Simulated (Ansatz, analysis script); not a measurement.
# LaSi2Ru3: how near to magnetism, part 2 of 2

Aim: the energy of LaSi2Ru3 as its total moment is fixed at a series of values, and its answer to a field.

Ansatz 0.2.0; PBEsol, PAW set soft_1 (files made for PBE).

So far. Step 2 (The collinear state): The run ends non-magnetic, with a net moment of 0 μB a cell. The run left the order that was typed. Step 5 (Total moment fixed at 1 μB): The energy is 26.6 meV from the state without spin, and the largest site carries 0.126 μB.

**6. Total moment fixed at 2 μB**

Level of this step: Ansatz DFT, collinear, total moment fixed by two Fermi levels; PBEsol, PAW set soft_1; PAW set soft_1 (Ansatz).

input.yaml

```yaml
crystal:
  lattice:
    - [5.676, 0.0, 0.0]
    - [-2.838, 4.9155601919, 0.0]
    - [0.0, 0.0, 7.12]
  atoms:
    - { symbol: La, position: [0.0, 0.0, 0.0] }
    - { symbol: La, position: [0.0, 0.0, 0.5] }
    - { symbol: Si, position: [0.3333333333, 0.6666666667, 0.0] }
    - { symbol: Si, position: [0.6666666667, 0.3333333333, 0.5] }
    - { symbol: Si, position: [0.6666666667, 0.3333333333, 0.0] }
    - { symbol: Si, position: [0.3333333333, 0.6666666667, 0.5] }
    - { symbol: Ru, position: [0.48, 0.99, 0.25], spin: 0.3335 }
    - { symbol: Ru, position: [0.49, 0.48, 0.75], spin: 0.3333 }
    - { symbol: Ru, position: [0.01, 0.49, 0.25], spin: 0.3333 }
    - { symbol: Ru, position: [0.52, 0.01, 0.75], spin: 0.3333 }
    - { symbol: Ru, position: [0.51, 0.52, 0.25], spin: 0.3333 }
    - { symbol: Ru, position: [0.99, 0.51, 0.75], spin: 0.3333 }
magnetization:
  spin_polarized: true
  initial_magnetization: 2.0
  spin_locking: { lock_magnetization: hard }
kpoints:
  mp_grid: { grid: [8, 8, 6] }
hamiltonian:
  xc: pbesol
  pseudopotentials: { kind: paw, azcp: { folder: soft_1 }, xc_functional: pbe }
scf:
  occupations: { method: fermi_dirac, width: 0.05 }
  max_iter: 120
  convergence: { dr2_threshold: 1.0e-08 }
  lower_state_search: "off"
basis:
  ecutwfc: 420.0
```

Command:

```
> ansatz run input.yaml --threads 2 --pin off --max-ram 5120MiB --backend cpu --events-out ev --progress --plain --runs-dir out
```

Numbers of over 12 decimals in the logs are rounded to 6 here.

What it wrote:

```text
[...]
Crystal: 12 atoms, lattice volume = 198.653 Å³
Basis set: ecut = 420 eV, 3899 PW (Γ)
Bands: 82, of which v1, the nominal top of the filled ones, is band 67 counted from 1 (66 counted from 0)
Symmetry: 2 space group operations
[...]
k-points: 136 of 384 (time reversal used)
[...]
Starting moments: Σ|m| = 2 μB on 6 of 12 sites
[...]
Free energy (F): -49715.682396 eV
[...]
Internal energy: -49715.602774 eV  (E = F + TS)
E sigma→0 (E₀):  -49715.642585 eV
Entropy (-TS):   -0.079621 eV (-6.635 meV/atom)
Fermi energy:    16.075051 (↑ 16.190974, ↓ 15.959128) eV
[...]
[key lines of the parts left out:]
SCF converged after 14 iterations
Magnetization: 2.0000 μB (68.0000 up, 66.0000 down)
```

The job ended after 5.9 min (2 threads of Arm Neoverse V1, shared host; peak memory 2.6 GiB; 12 min of CPU time).

The energy is 110 meV from the state without spin, and the largest site carries 0.245 μB.

**7. Total moment fixed at 4 μB**

input.yaml, the sections that differ from step 6:

```yaml
crystal:
  lattice:
    - [5.676, 0.0, 0.0]
    - [-2.838, 4.9155601919, 0.0]
    - [0.0, 0.0, 7.12]
  atoms:
    - { symbol: La, position: [0.0, 0.0, 0.0] }
    - { symbol: La, position: [0.0, 0.0, 0.5] }
    - { symbol: Si, position: [0.3333333333, 0.6666666667, 0.0] }
    - { symbol: Si, position: [0.6666666667, 0.3333333333, 0.5] }
    - { symbol: Si, position: [0.6666666667, 0.3333333333, 0.0] }
    - { symbol: Si, position: [0.3333333333, 0.6666666667, 0.5] }
    - { symbol: Ru, position: [0.48, 0.99, 0.25], spin: 0.6665 }
    - { symbol: Ru, position: [0.49, 0.48, 0.75], spin: 0.6667 }
    - { symbol: Ru, position: [0.01, 0.49, 0.25], spin: 0.6667 }
    - { symbol: Ru, position: [0.52, 0.01, 0.75], spin: 0.6667 }
    - { symbol: Ru, position: [0.51, 0.52, 0.25], spin: 0.6667 }
    - { symbol: Ru, position: [0.99, 0.51, 0.75], spin: 0.6667 }
magnetization:
  spin_polarized: true
  initial_magnetization: 4.0
  spin_locking: { lock_magnetization: hard }
# kpoints, hamiltonian, scf, basis: as in step 6
```

What it wrote:

```text
Engine: ansatz 0.2.0, aarch64-unknown-linux-gnu
Pseudopotentials: kind: paw
Pseudopotential: La, paw, valence charge 11, recommended cutoff 420 eV (normal), soft_1/La.paw.azcp
Pseudopotential: Si, paw, valence charge 4, recommended cutoff 420 eV (normal), soft_1/Si.paw.azcp
Pseudopotential: Ru, paw, valence charge 16, recommended cutoff 420 eV (normal), soft_1/Ru.paw.azcp
Functional definition: PBEsol
  exchange = pbesol_x
  correlation = pbesol_c
Crystal: 12 atoms, lattice volume = 198.653 Å³
Basis set: ecut = 420 eV, 3899 PW (Γ)
[...]
SCF iter  12: F=—  HF=-49715.269491 eV  |F-HF|=—  |Δ(HF+E_count)|=   1.25e-8  Δρ=3.00e-6 (↑1.85e-6 ↓3.00e-6)  dr2=9.50e-8  dr2_m=1.26e-9  M=4.000 μB ∫|m|=4.006 μB  β_m=0.65  ethr=7.05e-11  ⟨swp⟩=2.0  Hψ=34061  notcnv=0  defer=1690
iter 13 met the thresholds in force, and the SCF goes on: an eigenvalue changes by 0.30 meV, over its tolerance of 0.16 meV (output.eigenvalues, Limitations)
SCF iter  13: F=-49715.269491 eV  HF=-49715.269491 eV  |F-HF|=5.60e-9  |Δ(HF+E_count)|=   6.01e-9  Δρ=8.27e-7 (↑6.13e-7 ↓8.27e-7)  dr2=7.15e-9  dr2_m=1.38e-10  M=4.000 μB ∫|m|=4.006 μB  β_m=0.66  ethr=7.46e-12  ⟨swp⟩=12.4  Hψ=106165  notcnv=0
```

It took 6.9 min on 2 threads; peak memory 2.6 GiB.

The run was cut off at the time left to it in the session, and no result is taken from it.

**8. Total moment fixed at 5 μB**

input.yaml, the sections that differ from step 7:

```yaml
crystal:
  lattice:
    - [5.676, 0.0, 0.0]
    - [-2.838, 4.9155601919, 0.0]
    - [0.0, 0.0, 7.12]
  atoms:
    - { symbol: La, position: [0.0, 0.0, 0.0] }
    - { symbol: La, position: [0.0, 0.0, 0.5] }
    - { symbol: Si, position: [0.3333333333, 0.6666666667, 0.0] }
    - { symbol: Si, position: [0.6666666667, 0.3333333333, 0.5] }
    - { symbol: Si, position: [0.6666666667, 0.3333333333, 0.0] }
    - { symbol: Si, position: [0.3333333333, 0.6666666667, 0.5] }
    - { symbol: Ru, position: [0.48, 0.99, 0.25], spin: 0.8335 }
    - { symbol: Ru, position: [0.49, 0.48, 0.75], spin: 0.8333 }
    - { symbol: Ru, position: [0.01, 0.49, 0.25], spin: 0.8333 }
    - { symbol: Ru, position: [0.52, 0.01, 0.75], spin: 0.8333 }
    - { symbol: Ru, position: [0.51, 0.52, 0.25], spin: 0.8333 }
    - { symbol: Ru, position: [0.99, 0.51, 0.75], spin: 0.8333 }
magnetization:
  spin_polarized: true
  initial_magnetization: 5.0
  spin_locking: { lock_magnetization: hard }
# kpoints, hamiltonian, scf, basis: as in step 7
```

What it wrote:

```text
[...]
Crystal: 12 atoms, lattice volume = 198.653 Å³
Basis set: ecut = 420 eV, 3899 PW (Γ)
Bands: 84, of which v1, the nominal top of the filled ones, is band 67 counted from 1 (66 counted from 0)
Symmetry: 2 space group operations
[...]
k-points: 136 of 384 (time reversal used)
[...]
Starting moments: Σ|m| = 5 μB on 6 of 12 sites
[...]
Free energy (F): -49714.876314 eV
[...]
Internal energy: -49714.804049 eV  (E = F + TS)
E sigma→0 (E₀):  -49714.840182 eV
Entropy (-TS):   -0.072265 eV (-6.022 meV/atom)
Fermi energy:    16.282877 (↑ 16.751081, ↓ 15.814673) eV
[...]
[key lines of the parts left out:]
SCF converged after 13 iterations
Magnetization: 5.0000 μB (69.5000 up, 64.5000 down)
```

Elapsed: 6.7 min, on 2 threads; peak memory 2.6 GiB.

The energy is 916 meV from the state without spin, and the largest site carries 0.566 μB.

**9. Total moment fixed at 7 μB**

input.yaml, the sections that differ from step 8:

```yaml
crystal:
  lattice:
    - [5.676, 0.0, 0.0]
    - [-2.838, 4.9155601919, 0.0]
    - [0.0, 0.0, 7.12]
  atoms:
    - { symbol: La, position: [0.0, 0.0, 0.0] }
    - { symbol: La, position: [0.0, 0.0, 0.5] }
    - { symbol: Si, position: [0.3333333333, 0.6666666667, 0.0] }
    - { symbol: Si, position: [0.6666666667, 0.3333333333, 0.5] }
    - { symbol: Si, position: [0.6666666667, 0.3333333333, 0.0] }
    - { symbol: Si, position: [0.3333333333, 0.6666666667, 0.5] }
    - { symbol: Ru, position: [0.48, 0.99, 0.25], spin: 1.1665 }
    - { symbol: Ru, position: [0.49, 0.48, 0.75], spin: 1.1667 }
    - { symbol: Ru, position: [0.01, 0.49, 0.25], spin: 1.1667 }
    - { symbol: Ru, position: [0.52, 0.01, 0.75], spin: 1.1667 }
    - { symbol: Ru, position: [0.51, 0.52, 0.25], spin: 1.1667 }
    - { symbol: Ru, position: [0.99, 0.51, 0.75], spin: 1.1667 }
magnetization:
  spin_polarized: true
  initial_magnetization: 7.0
  spin_locking: { lock_magnetization: hard }
# kpoints, hamiltonian, scf, basis: as in step 8
```

What it wrote:

```text
Engine: ansatz 0.2.0, aarch64-unknown-linux-gnu
Pseudopotentials: kind: paw
Pseudopotential: La, paw, valence charge 11, recommended cutoff 420 eV (normal), soft_1/La.paw.azcp
Pseudopotential: Si, paw, valence charge 4, recommended cutoff 420 eV (normal), soft_1/Si.paw.azcp
Pseudopotential: Ru, paw, valence charge 16, recommended cutoff 420 eV (normal), soft_1/Ru.paw.azcp
Functional definition: PBEsol
  exchange = pbesol_x
  correlation = pbesol_c
Crystal: 12 atoms, lattice volume = 198.653 Å³
Basis set: ecut = 420 eV, 3899 PW (Γ)
[...]
SCF iter  12: F=—  HF=-49713.694545 eV  |F-HF|=—  |Δ(HF+E_count)|=   4.88e-8  Δρ=3.01e-6 (↑1.47e-6 ↓3.01e-6)  dr2=8.17e-8  dr2_m=1.57e-9  M=7.000 μB ∫|m|=7.002 μB  β_m=0.63  ethr=5.24e-10  ⟨swp⟩=1.8  Hψ=24481  notcnv=0  defer=1687
iter 13 met the thresholds in force, and the SCF goes on: an eigenvalue changes by 0.18 meV, over its tolerance of 0.16 meV (output.eigenvalues, Limitations)
SCF iter  13: F=-49713.694545 eV  HF=-49713.694545 eV  |F-HF|=2.90e-9  |Δ(HF+E_count)|=   4.43e-9  Δρ=6.44e-7 (↑4.54e-7 ↓6.44e-7)  dr2=3.67e-9  dr2_m=1.22e-10  M=7.000 μB ∫|m|=7.002 μB  β_m=0.59  ethr=7.46e-12  ⟨swp⟩=11.8  Hψ=111948  notcnv=0
```

The job ended after 6.9 min (2 threads; peak memory 2.6 GiB).

The run was cut off at the time left to it in the session, and no result is taken from it.

**10. Total moment fixed at 9 μB**

input.yaml, the sections that differ from step 9:

```yaml
crystal:
  lattice:
    - [5.676, 0.0, 0.0]
    - [-2.838, 4.9155601919, 0.0]
    - [0.0, 0.0, 7.12]
  atoms:
    - { symbol: La, position: [0.0, 0.0, 0.0] }
    - { symbol: La, position: [0.0, 0.0, 0.5] }
    - { symbol: Si, position: [0.3333333333, 0.6666666667, 0.0] }
    - { symbol: Si, position: [0.6666666667, 0.3333333333, 0.5] }
    - { symbol: Si, position: [0.6666666667, 0.3333333333, 0.0] }
    - { symbol: Si, position: [0.3333333333, 0.6666666667, 0.5] }
    - { symbol: Ru, position: [0.48, 0.99, 0.25], spin: 1.5 }
    - { symbol: Ru, position: [0.49, 0.48, 0.75], spin: 1.5 }
    - { symbol: Ru, position: [0.01, 0.49, 0.25], spin: 1.5 }
    - { symbol: Ru, position: [0.52, 0.01, 0.75], spin: 1.5 }
    - { symbol: Ru, position: [0.51, 0.52, 0.25], spin: 1.5 }
    - { symbol: Ru, position: [0.99, 0.51, 0.75], spin: 1.5 }
magnetization:
  spin_polarized: true
  initial_magnetization: 9.0
  spin_locking: { lock_magnetization: hard }
# kpoints, hamiltonian, scf, basis: as in step 9
```

What it wrote:

```text
[...]
Crystal: 12 atoms, lattice volume = 198.653 Å³
Basis set: ecut = 420 eV, 3899 PW (Γ)
Bands: 86, of which v1, the nominal top of the filled ones, is band 67 counted from 1 (66 counted from 0)
Symmetry: 12 space group operations
[...]
k-points: 48 of 384
[...]
Starting moments: Σ|m| = 9 μB on 6 of 12 sites
[...]
Free energy (F): -49712.025962 eV
[...]
Internal energy: -49711.933574 eV  (E = F + TS)
E sigma→0 (E₀):  -49711.979768 eV
Entropy (-TS):   -0.092388 eV (-7.699 meV/atom)
Fermi energy:    16.527348 (↑ 17.462043, ↓ 15.592654) eV
[...]
[key lines of the parts left out:]
SCF converged after 11 iterations
Magnetization: 9.0000 μB (71.5000 up, 62.5000 down)
```

Run time: 88 s. Hardware: 2 threads; peak memory 1.2 GiB; 2.8 min of CPU time.

The energy is 3767 meV from the state without spin, and the largest site carries 0.925 μB.

3 more runs differ from these in the same keys alone and are tabled below.

**11. No field, tight threshold**

A field gives a second route to the same curve. A thousand tesla shift each spin by 58 meV, and the threshold is tightened so that small induced moments are resolved.

input.yaml

```yaml
crystal:
  lattice:
    - [5.676, 0.0, 0.0]
    - [-2.838, 4.9155601919, 0.0]
    - [0.0, 0.0, 7.12]
  atoms:
    - { symbol: La, position: [0.0, 0.0, 0.0] }
    - { symbol: La, position: [0.0, 0.0, 0.5] }
    - { symbol: Si, position: [0.3333333333, 0.6666666667, 0.0] }
    - { symbol: Si, position: [0.6666666667, 0.3333333333, 0.5] }
    - { symbol: Si, position: [0.6666666667, 0.3333333333, 0.0] }
    - { symbol: Si, position: [0.3333333333, 0.6666666667, 0.5] }
    - { symbol: Ru, position: [0.48, 0.99, 0.25], spin: 0.3 }
    - { symbol: Ru, position: [0.49, 0.48, 0.75], spin: 0.3 }
    - { symbol: Ru, position: [0.01, 0.49, 0.25], spin: 0.3 }
    - { symbol: Ru, position: [0.52, 0.01, 0.75], spin: 0.3 }
    - { symbol: Ru, position: [0.51, 0.52, 0.25], spin: 0.3 }
    - { symbol: Ru, position: [0.99, 0.51, 0.75], spin: 0.3 }
magnetization:
  spin_polarized: true
kpoints:
  mp_grid: { grid: [8, 8, 6] }
hamiltonian:
  xc: pbesol
  pseudopotentials: { kind: paw, azcp: { folder: soft_1 }, xc_functional: pbe }
scf:
  occupations: { method: fermi_dirac, width: 0.05 }
  max_iter: 120
  convergence: { dr2_threshold: 1.0e-10 }
  lower_state_search: "off"
basis:
  ecutwfc: 420.0
```

What it wrote:

```text
[...]
Crystal: 12 atoms, lattice volume = 198.653 Å³
Basis set: ecut = 420 eV, 3899 PW (Γ)
Bands: 82, of which v1, the nominal top of the filled ones, is band 67 counted from 1 (66 counted from 0)
Symmetry: 12 space group operations
[...]
k-points: 48 of 384
[...]
Starting moments: Σ|m| = 1.8 μB on 6 of 12 sites
[...]
Free energy (F): -49715.792718 eV
[...]
Internal energy: -49715.711748 eV  (E = F + TS)
E sigma→0 (E₀):  -49715.752233 eV
Entropy (-TS):   -0.080971 eV (-6.748 meV/atom)
Fermi energy:    16.044570 eV
[...]
[key lines of the parts left out:]
SCF converged after 15 iterations
Magnetization: -0.0000 μB (67.0000 up, 67.0000 down)
```

Wall time 1.8 min (2 threads); peak memory 1.2 GiB.

The net moment is 0 μB a cell.

**12. Field of 1500 T**

Edit input.yaml of step 11 so:

```diff
@@ -20,2 +20,3 @@
   spin_polarized: true
+  magnetic_field: 1500.0
 kpoints:
```

What it wrote:

```text
[...]
Crystal: 12 atoms, lattice volume = 198.653 Å³
Basis set: ecut = 420 eV, 3899 PW (Γ)
Bands: 82, of which v1, the nominal top of the filled ones, is band 67 counted from 1 (66 counted from 0)
Symmetry: 12 space group operations
[...]
k-points: 48 of 384
[...]
Starting moments: Σ|m| = 1.8 μB on 6 of 12 sites
[...]
Free energy (F): -49715.862259 eV
[...]
Internal energy: -49715.780740 eV  (E = F + TS)
E sigma→0 (E₀):  -49715.821500 eV
Entropy (-TS):   -0.081519 eV (-6.793 meV/atom)
Fermi energy:    16.065190 eV
[...]
[key lines of the parts left out:]
SCF converged after 17 iterations
Magnetization: 1.5615 μB (67.7807 up, 66.2193 down)
```

Wall time 1.8 min (2 threads); peak memory 1.2 GiB; 3.6 min of CPU time.

The net moment is 1.56 μB a cell.

The other 2 runs of this kind were made alike; their results stand in the table below.

**13. The curves**

Table of energy less the state without spin by total moment:

| total moment (μB/cell) | energy less the state without spin (meV/cell) |
| --- | --- |
| 0.00 | 0 |
| 1.00 | 26.6 |
| 2.00 | 110 |
| 3.00 | 266 |
| 5.00 | 916 |
| 6.00 | 1446 |
| 8.00 | 2877 |
| 9.00 | 3767 |

The field that holds a moment is half the difference of the two Fermi levels over μB.

Field that holds the moment against total moment:

| total moment (μB/cell) | field that holds the moment (T) |
| --- | --- |
| 1.00 | 935 |
| 2.00 | 2003 |
| 3.00 | 3436 |
| 5.00 | 8089 |
| 6.00 | 10166 |
| 8.00 | 14495 |
| 9.00 | 16148 |

Site moments:

```
total (μB)  La no. 1 (μB)  La no. 2 (μB)  Si no. 3 (μB)  Si no. 4 (μB)  Si no. 5 (μB)  Si no. 6 (μB)  Ru no. 7 (μB)  Ru no. 8 (μB)  Ru no. 9 (μB)  Ru no. 10 (μB)  Ru no. 11 (μB)  Ru no. 12 (μB)
         1          0.007          0.007          0.004          0.004          0.004          0.004         0.1265         0.1265         0.1265          0.1265          0.1265          0.1265
         2         0.0193         0.0193         0.0107         0.0107         0.0107         0.0107         0.2452         0.2452         0.2452          0.2452          0.2452          0.2452
         3          0.037          0.037         0.0195         0.0195         0.0195         0.0195         0.3558         0.3558         0.3558          0.3558          0.3558          0.3558
         5         0.0796         0.0796         0.0398         0.0398         0.0398         0.0398         0.5662         0.5662         0.5662          0.5662          0.5662          0.5662
         6         0.1034         0.1034         0.0552         0.0552         0.0552         0.0552         0.6671         0.6671         0.6671          0.6671          0.6671          0.6671
         8          0.228          0.228         0.0769         0.0769         0.0769         0.0769         0.8311         0.8311         0.8311          0.8311          0.8311          0.8311
         9         0.2787         0.2787         0.0853         0.0853         0.0853         0.0853          0.925          0.925          0.925           0.925           0.925           0.925
```

Total moment against field:

```
field (T)  total moment (μB/cell)
        0                 -2.3e-6
      300                   0.332
      600                   0.654
     1500                    1.56
```

A Landau fit E = a2 M² + a4 M⁴ + a6 M⁶ (meV, μB):

Numbers from this step:

```
Landau coefficients a2, a4, a6 : 27.34, 0.4339, -0.002444 meV/μB², meV/μB^4, meV/μB^6
r.m.s. miss of the Landau fit  : 8.035 meV
```

**14. Outcome**

| Quantity | Value |
| --- | --- |
| state of the free run | non-magnetic |
| net moment of the free run | 0 μB |
| energy of the free run from the state without spin | 0 meV a cell |
| lowest of the fixed moments tried | M = 0 μB, 0 meV |
| dM/dB between 0 and 300 T | 1.11 μB a cell per 1000 T |

In words: From parallel starts in this cell no moment survives, so no ferromagnetic state is found at this level (opposed orders were not tried), and it is far: a cell moment of 3 μB costs 266 meV. E(M) is lowest at M = 0 and costs 3767 meV at 9 μB. The two routes can be compared: 1500 T induce 1.56 μB, and the fixed-moment runs need about 1489 T for that moment, by interpolation. The field acts on spins alone. The 13 fixed-moment and field runs took 51 min of wall time, added up. Energies are free energies at a smearing of 0.05 eV, and with partly filled levels differences shift, at times strongly, as the smearing goes to zero. In doubt: the program's search for lower states was switched off, so a lower magnetic state than those reached may exist.

[Logs and program files are shortened in this print: banners, set-up blocks, solver, clock and traceback lines can be left out without a mark of their own.]

[Logs are printed without paths, hosts, clocks, repeated set-up lines and the standing remarks that a program may print on its own settings, such as how far it seeks lower states.]

[Hosts, paths, dates, database ids (printed as entryN), source tags and the programs' standing remarks are cut or masked in the printed files.]
